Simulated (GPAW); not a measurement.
Consider BaNi2P4 (Immm).

```cif
data_structure
_symmetry_space_group_name_H-M 'P 1'
_symmetry_Int_Tables_number 1
_cell_length_a 5.4458
_cell_length_b 5.4458
_cell_length_c 5.4458
_cell_angle_alpha 115.204
_cell_angle_beta 108.106
_cell_angle_gamma 105.271
_cell_volume 123.31
loop_
_atom_site_label
_atom_site_type_symbol
_atom_site_fract_x
_atom_site_fract_y
_atom_site_fract_z
_atom_site_occupancy
Ba1 Ba 0.00000 0.00000 0.00000 1
Ni2 Ni 0.50000 0.76982 0.26982 1
Ni3 Ni 0.50000 0.23018 0.73018 1
P4 P 0.76134 0.26134 0.50000 1
P5 P 0.23866 0.73866 0.50000 1
P6 P 0.25079 0.50000 0.75079 1
P7 P 0.74921 0.50000 0.24921 1
```

Absorber: atom 2, with 2 P at 2.19 Å and 2 P at 2.24 Å (distorted tetrahedral, site symmetry 2mm). Method: GPAW, LDA, excited-electron core hole (neutral cell), 7-atom cell with 5.4 Å between holes, 4×4×4 k points, dipole transitions, Gaussian full width 1.44 eV up to 4 eV, rising linearly to 3.5 eV at 25 eV.

Q: Where do the maxima of the Ni K edge fall?

Main maxima up to 30 eV above the zero (height): 7.8 eV (1.25), 11.1 eV (1.34), 19.0 eV (1.28) and 28.9 eV (1.27). A K edge sees empty p states, which here mix into the lowest empty bands, so that weight starts at the zero. The total-energy difference is 8312.31 eV. The tabulated edge of the element is 8333 eV. The functional leaves an error in such absolute values: in the free atom LDA prices this hole 17.6 eV below PBE (computed apart), and PBE is itself good to a few eV.

The Ni K spectrum (energy from the lowest empty level; intensity scaled to a mean of 1 over the first 20 eV; polarised curves are means over the symmetry-equivalent atoms):

```csv
E (eV),isotropic,ε ∥ x,ε ∥ y,ε ∥ z
-2.0,0.00,0.00,0.00,0.00
-1.5,0.01,0.01,0.01,0.00
-1.0,0.03,0.04,0.05,0.02
-0.5,0.11,0.12,0.15,0.06
0.0,0.21,0.23,0.27,0.12
0.5,0.26,0.31,0.32,0.16
1.0,0.28,0.38,0.29,0.17
1.5,0.32,0.45,0.30,0.21
2.0,0.42,0.55,0.40,0.30
2.5,0.56,0.68,0.55,0.45
3.0,0.68,0.78,0.67,0.60
3.5,0.74,0.84,0.69,0.68
4.0,0.73,0.91,0.60,0.67
4.5,0.74,1.03,0.53,0.65
5.0,0.81,1.12,0.59,0.72
5.5,0.89,1.07,0.73,0.85
6.0,0.94,0.95,0.88,1.00
6.5,1.04,0.88,1.06,1.17
7.0,1.16,0.90,1.27,1.31
7.5,1.24,0.93,1.44,1.35
8.0,1.24,0.95,1.48,1.29
8.5,1.18,0.95,1.41,1.17
9.0,1.11,0.98,1.28,1.07
9.5,1.11,1.05,1.23,1.05
10.0,1.18,1.15,1.28,1.12
10.5,1.28,1.24,1.39,1.22
11.0,1.34,1.28,1.45,1.28
11.5,1.32,1.27,1.41,1.29
12.0,1.25,1.21,1.30,1.24
12.5,1.17,1.13,1.19,1.19
13.0,1.11,1.06,1.12,1.16
13.5,1.08,1.02,1.09,1.12
14.0,1.05,1.02,1.06,1.08
14.5,1.05,1.07,1.03,1.04
15.0,1.05,1.11,1.01,1.04
15.5,1.08,1.12,1.03,1.09
16.0,1.12,1.10,1.09,1.15
16.5,1.16,1.07,1.19,1.21
17.0,1.20,1.06,1.29,1.26
17.5,1.24,1.08,1.35,1.28
18.0,1.26,1.13,1.36,1.30
18.5,1.28,1.17,1.35,1.31
19.0,1.28,1.21,1.33,1.31
19.5,1.28,1.22,1.31,1.29
20.0,1.27,1.22,1.31,1.26
20.5,1.25,1.21,1.32,1.23
21.0,1.24,1.21,1.32,1.20
21.5,1.24,1.22,1.31,1.19
22.0,1.24,1.25,1.31,1.18
22.5,1.25,1.29,1.29,1.17
23.0,1.25,1.32,1.28,1.15
23.5,1.24,1.33,1.25,1.13
24.0,1.21,1.31,1.22,1.10
24.5,1.18,1.28,1.18,1.08
25.0,1.16,1.27,1.13,1.08
25.5,1.15,1.27,1.09,1.08
26.0,1.16,1.31,1.06,1.10
26.5,1.17,1.36,1.05,1.12
27.0,1.20,1.42,1.05,1.13
27.5,1.23,1.48,1.06,1.15
28.0,1.25,1.52,1.09,1.15
28.5,1.27,1.54,1.11,1.16
29.0,1.27,1.53,1.13,1.16
29.5,1.26,1.49,1.15,1.16
30.0,1.24,1.43,1.15,1.16
30.5,1.22,1.36,1.14,1.16
31.0,1.21,1.31,1.13,1.18
31.5,1.20,1.27,1.13,1.21
32.0,1.21,1.25,1.14,1.25
```

The hole lies in one spin channel, while the script sums the empty states of both and takes the lower zero; where the two channels are split, this blurs and shifts the curve. Quadrupole 1s→3d transitions, which feed the pre-edge, are not in the dipole spectrum. The starting moments shrank to 0.00 μB or less, so this is hardly a magnetic state. The holes are only 5.4 Å apart, so the shape is probably not converged with cell size; no larger cell was run here. The mesh is coarse (0.36 Å⁻¹ between points), so small maxima may be mesh ripples. Lifetime broadening is put in by hand, and intensities beyond about 20 eV depend on it and on the partial waves. The structure is a computed Materials Project entry and may be a hypothetical form.

[Banner, clock and machine lines of the logs are left out without a mark of their own.]

[Logs are printed without paths, hosts, clocks, repeated set-up lines and the standing remarks that a program may print on its own settings, such as how far it seeks lower states.]

[Hosts, paths, dates, database ids (printed as entryN), source tags and the programs' standing remarks are cut or masked in the printed files.]

[Lists of maxima count a maximum above −3 eV only where it reaches 4 % of the highest in the window and stands out from its surroundings by 2 % of it (1.5 % where it reaches 55 %); shoulders and weaker maxima are passed over, and of the rest the first, up to two pre-edge ones and the few strongest are named.]
